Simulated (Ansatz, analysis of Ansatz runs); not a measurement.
# Bond-centred H+ along c in ZnO: local vibrational mode against experiment, part 2 of 2

How near does this set-up come to the measured local vibrational mode? Subject: bond-centred H+ along c in ZnO. Set-up: r2SCAN, 72-site cell, r2SCAN lattice, 500 eV, k: the single point 1/4 1/4 1/4, anharmonic cut along the mode. The model is a cell of 72 host atoms with 1 H put in. The frequencies come from force constants among the defect atom and its neighbours, with the masses of the isotopes named. A meta-GGA costs about twice a GGA and mends lattice constants and part of the gap.

Ansatz 0.2.0; r2SCAN, 72-site cell, r2SCAN lattice, 500 eV, k: the single point 1/4 1/4 1/4, anharmonic cut along the mode.

So far: Starting point; Relaxation, charge +1.

## (3) Local vibrational modes

A local mode lives on the defect and the atoms next to it, so only the sites listed in the input are displaced, which costs far fewer SCF runs than the whole cell would.

This step: plane-wave PAW DFT, r2SCAN; finite-displacement force constants among the atoms nearest to a defect, the others at rest.

Input file modes/input.yaml:

```yaml
crystal:
  lattice:
    - [9.70585879, 0.0, 0.0]
    - [-4.8529294, 8.40552028, 0.0]
    - [0.0, 0.0, 10.42205777]
  atoms:
    - { symbol: Zn, position: [0.110787661, 0.221966506, 0.250442806] }
    - { symbol: Zn, position: [0.221487253, 0.10916555, 0.001013269] }
[... 8 atom lines left out ...]
    - { symbol: O, position: [0.218072715, 0.442560716, 0.185633826] }
    - { symbol: O, position: [0.112030897, 0.555069205, 0.440208823] }
[... 1 atom line left out ...]
    - { symbol: Zn, position: [0.20823192, 0.437137065, 0.510385888] }
[... 18 atom lines left out ...]
    - { symbol: Zn, position: [0.444370359, 0.555975183, 0.172073841] }
[... 1 atom line left out ...]
    - { symbol: O, position: [0.55730799, 0.4426591, 0.185548586] }
    - { symbol: O, position: [0.444223698, 0.555319733, 0.46356585] }
[... 1 atom line left out ...]
    - { symbol: Zn, position: [0.562505427, 0.437351729, 0.510173038] }
[... 4 atom lines left out ...]
    - { symbol: O, position: [0.557513544, 0.782212255, 0.185492908] }
    - { symbol: O, position: [0.444761843, 0.887804105, 0.440164607] }
[... 1 atom line left out ...]
    - { symbol: Zn, position: [0.562535012, 0.791292774, 0.510162295] }
[... 21 atom lines left out ...]
    - { symbol: O, position: [0.776652056, 0.887819387, 0.440263928] }
[... 4 atom lines left out ...]
    - { symbol: H, position: [0.443459935, 0.554967578, 0.37099528] }
total_charge: 1
basis:
  ecutwfc: 500
  xc_grid: 2
hamiltonian:
  xc: r2scan
kpoints:
  mp_grid: { grid: [1, 1, 1], shift: [0.25, 0.25, 0.25] }
scf:
  occupations: { method: fermi_dirac, width: 0.01 }
  max_iter: 120
output: {}
checkpoint:
  read: "../relax.run"
phonons:
  supercell: [1, 1, 1]
  displaced_sites: [13, 32, 35, 45, 72]
```

Run with:

```bash
> ansatz run input.yaml --threads 2 --pin off --max-ram 4710MiB --backend cpu --events-out ev --progress --plain --runs-dir out
```

Numbers of over 12 decimals in the logs are rounded to 6 here.

Log:

```text
[...]
Warning: basis.xc_grid 2: finite-displacement phonons take 5 at the least, and a number is run as typed, so the frequencies can be off [figures from the program's tests cut]
[...]
Crystal: 73 atoms, lattice volume = 850.261 Å³
Basis set: ecut = 500 eV, 21585 PW (Γ), exchange–correlation on 144×144×160 points (8 copies of the dense FFT grid, shifted against one another)
Bands: 397, of which v1, the nominal top of the filled ones, is band 324 counted from 1 (323 counted from 0)
Symmetry: 1 space group operations
k-points: 1
[...]
Stability of the state it starts from, as read at its close in the unpolarized treatment: not read negative (Ritz values of 1 − χ₀K, real part plus size of imaginary part, from 1.0 to 1.5, by its mixing steps under no symmetry)
[...]
symmetry images taken by strict's conditions (phonons.symmetry_images: auto; settled by no image being taken that strict refuses)
  force constants formed among 5 of 73 sites (Zn 13, Zn 32, O 35, Zn 45, H 72); the other 68 at rest. The modes move the named sites alone.
  the frequencies, the zero-point energy and the sums are of the block with the acoustic sum rule laid on its rows. Row sums over every site: 2.1e-1 eV/Å² at the most
  transpose residual: 2.5e-4 eV/Å²
  largest component of a force at the reference: 4.2e-3 eV/Å on a named site, 3.8e-3 eV/Å on a site at rest
  frequencies among the named sites at Γ of the cell (cm⁻¹): 122.22 137.95 177.70 218.69 224.42 229.16 234.19 252.01 253.71 337.64 376.58 385.46 596.65 604.00 3726.43
  unstable modes among the named sites: 0
  frequencies as built, with no sum rule (cm⁻¹): 122.13 140.19 178.20 217.53 224.35 228.52 233.73 252.93 253.43 337.75 377.00 385.84 596.78 604.08 3726.50
  zero-point energy: 0.488301 eV/cell   skipped modes (ω ≤ 0): 0
  not written: the harmonic force-constant file, the file of eigenvectors (these modes' are written with the force constants), the density of states and the dispersion, which are of every site
[key lines of the parts left out:]
SCF converged after 2 iterations
Free energy (F): -140241.671326 eV
Fermi energy:    8.186065 eV
```

Elapsed: 37 min, on 2 threads of Arm Neoverse V1, shared host; peak memory 2.7 GiB; 72 min of CPU time.

In the SCF lines HF is the Harris–Foulkes energy and dr2 the Hartree energy of the density residual, in eV; the loop may stop once dr2 is under the threshold and the program's other checks hold. Hψ counts applications of the Hamiltonian.

This step gave:

```yaml
free_energy: -140241.6713 eV
```

The modes with the largest weight on the probed atoms (the light atom of a pair), for the masses of each isotope. Modes of the displaced atoms (local only where they lie over the host's phonons):

| isotopes | mode (cm⁻¹) | share of the defect atoms |
| --- | --- | --- |
| H | 3727 | 0.944 |
| H | 604 | 0.852 |
| H | 596.7 | 0.846 |
| D | 2710 | 0.892 |
| D | 474 | 0.48 |
| D | 470.3 | 0.468 |

## (4) Point 1 along the mode

A light atom samples the curved part of its well, so the energy is mapped along the mode and the one-dimensional Schrödinger equation solved on it.

This step: plane-wave PAW DFT, r2SCAN; single point of a defect supercell.

Input file cut0/input.yaml:

```yaml
crystal:
  lattice:
    - [9.70585879, 0.0, 0.0]
    - [-4.8529294, 8.40552028, 0.0]
    - [0.0, 0.0, 10.42205777]
  atoms:
    - { symbol: Zn, position: [0.110787661, 0.221966506, 0.250442806] }
    - { symbol: Zn, position: [0.221487253, 0.10916555, 0.001013269] }
[... 8 atom lines left out ...]
    - { symbol: O, position: [0.218072715, 0.442560716, 0.185633826] }
    - { symbol: O, position: [0.112030897, 0.555069205, 0.440208823] }
[... 1 atom line left out ...]
    - { symbol: Zn, position: [0.208235388, 0.437138791, 0.510383402] }
[... 18 atom lines left out ...]
    - { symbol: Zn, position: [0.444370468, 0.555975234, 0.172068534] }
[... 1 atom line left out ...]
    - { symbol: O, position: [0.55730799, 0.4426591, 0.185548586] }
    - { symbol: O, position: [0.444210462, 0.555313704, 0.461943585] }
[... 1 atom line left out ...]
    - { symbol: Zn, position: [0.562505427, 0.437351729, 0.510173038] }
[... 4 atom lines left out ...]
    - { symbol: O, position: [0.557513544, 0.782212255, 0.185492908] }
    - { symbol: O, position: [0.444761843, 0.887804105, 0.440164607] }
[... 1 atom line left out ...]
    - { symbol: Zn, position: [0.562533313, 0.791289381, 0.510159833] }
[... 21 atom lines left out ...]
    - { symbol: O, position: [0.776652056, 0.887819387, 0.440263928] }
[... 4 atom lines left out ...]
    - { symbol: H, position: [0.443660319, 0.555058265, 0.397490076] }
total_charge: 1
basis:
  ecutwfc: 500
  xc_grid: 2
hamiltonian:
  xc: r2scan
kpoints:
  mp_grid: { grid: [1, 1, 1], shift: [0.25, 0.25, 0.25] }
scf:
  occupations: { method: fermi_dirac, width: 0.01 }
  max_iter: 120
output:
  forces: true
checkpoint:
  read: "../relax.run"
```

Log:

```text
[...]
Warning: checkpoint.read: the run can stay near the saved state's solution: 5 site(s) moved relative to the saved geometry (max |Δs| = 2.649e-2 fractional); [...]
[...]
Crystal: 73 atoms, lattice volume = 850.261 Å³
Basis set: ecut = 500 eV, 21585 PW (Γ), exchange–correlation on 144×144×160 points (8 copies of the dense FFT grid, shifted against one another)
Bands: 397, of which v1, the nominal top of the filled ones, is band 324 counted from 1 (323 counted from 0)
Symmetry: 1 space group operations
[...]
k-points: 1
[...]
SCF iter   4: F=—  HF=-140237.025103 eV  |F-HF|=—  |Δ(HF+E_count)|=   3.12e-3  Δρ=4.70e-4  dr2=1.20e-3  dr2_τ=6.23e-5  ethr=2.76e-6  ⟨swp⟩=3.0  Hψ=661  notcnv=0  defer=45
[...]
Internal energy: -140237.025198 eV  (E = F + TS)
E sigma→0 (E₀):  -140237.025198 eV
Fermi energy:    8.190561 eV
[...]
--- Forces (eV/Å), atoms counted from 1 ---
  atom   1  Zn     0.00112107     0.02205715    -0.02960900
  atom   2  Zn    -0.00079620     0.00426068     0.00028932
  [... 8 atoms left out ...]
  atom  11  O     -0.02726911    -0.01406522     0.00688098
  [... 2 atoms left out ...]
  atom  14  Zn    -0.03366297    -0.01886791     0.05371324
  [... 18 atoms left out ...]
  atom  33  Zn    -0.00277490    -0.00299689     0.22908144
  [... 1 atom left out ...]
  atom  35  O      0.02639273    -0.01438822     0.00924177
  atom  36  O      0.28045288     0.14607418    46.55647198
  [... 1 atom left out ...]
  atom  38  Zn     0.03321509    -0.01956841     0.05460436
  [... 4 atoms left out ...]
  atom  43  O     -0.00110690     0.02875549     0.00927011
  atom  44  O      0.01630511    -0.02275157     0.01278350
  [... 1 atom left out ...]
  atom  46  Zn    -0.00076163     0.03742638     0.05341229
  [... 26 atoms left out ...]
  atom  73  H     -0.27736388    -0.14302506   -46.90631760
  max |Σ_I F_I| component: 1.40e-1 eV/Å
[key lines of the parts left out:]
SCF converged after 10 iterations
Free energy (F): -140237.025198 eV
```

The job ended after 91 s (2 threads; peak memory 2.5 GiB).

Numbers from this step:

```
free energy : -140237.0252 eV
```

The series, run alike:

```csv
run,outcome,energy less the first (eV),moment (μB),time
point 1 along the mode,converged,0.0000,0.00,91 s
point 2 along the mode,converged,-2.6847,0.00,93 s
point 3 along the mode,converged,-3.8939,0.00,85 s
point 4 along the mode,converged,-4.4907,0.00,78 s
point 5 along the mode,converged,-4.5366,0.00,78 s
point 6 along the mode,converged,-4.2748,0.00,90 s
point 7 along the mode,converged,-3.9583,0.00,88 s
point 8 along the mode,converged,-3.5605,0.00,87 s
point 9 along the mode,converged,-3.1545,0.00,85 s
```

## (5) Anharmonic fundamental

Analysis of the runs above: one-dimensional Schroedinger equation on a polynomial through r2SCAN energies along the local mode.

It gives:

```yaml
stretch: 3542 cm⁻¹
stretch_d: 2606 cm⁻¹
stretch_harmonic: 3727 cm⁻¹
stretch_d_harmonic: 2710 cm⁻¹
```

The energy by normal coordinate:

```csv
normal coordinate (amu½ Å),energy (eV)
-0.285,4.65
-0.209,1.96
-0.143,0.752
-0.071,0.155
0.000,0
0.071,0.110
0.143,0.371
0.209,0.688
0.285,1.09
0.361,1.49
```

## (6) What came out

```yaml
distance_from_the_defect_atom_to_its_nearest_neighbour: 0.965 Å
o_h_stretch_1h: 3542 cm⁻¹
o_d_stretch_2h: 2606 cm⁻¹
time_of_the_whole_chain: 58 min on 2 threads
```

In words: O-H stretch, 1H: computed 3542 cm⁻¹, measured 3611.3 cm⁻¹; 69 cm⁻¹ (2 %) below the measurement. O-D stretch, 2H: computed 2606 cm⁻¹, measured 2668 cm⁻¹; 62 cm⁻¹ (2 %) below the measurement. The anharmonic cut moves the O-H stretch, 1H from 3727 to 3542 cm⁻¹; a straight cut leaves out the coupling to the other modes. Only the named neighbours move, so modes near the host's band are approximate.

[Logs are printed without paths, hosts, clocks, repeated set-up lines and the standing remarks that a program may print on its own settings, such as how far it seeks lower states.]

[Hosts, paths, dates, database ids (printed as entryN), source tags and the programs' standing remarks are cut or masked in the printed files.]

[For some hosts the program warned that the k-mesh of the response run may be too coarse for force constants and the static dielectric constant; such warnings are not shown here.]
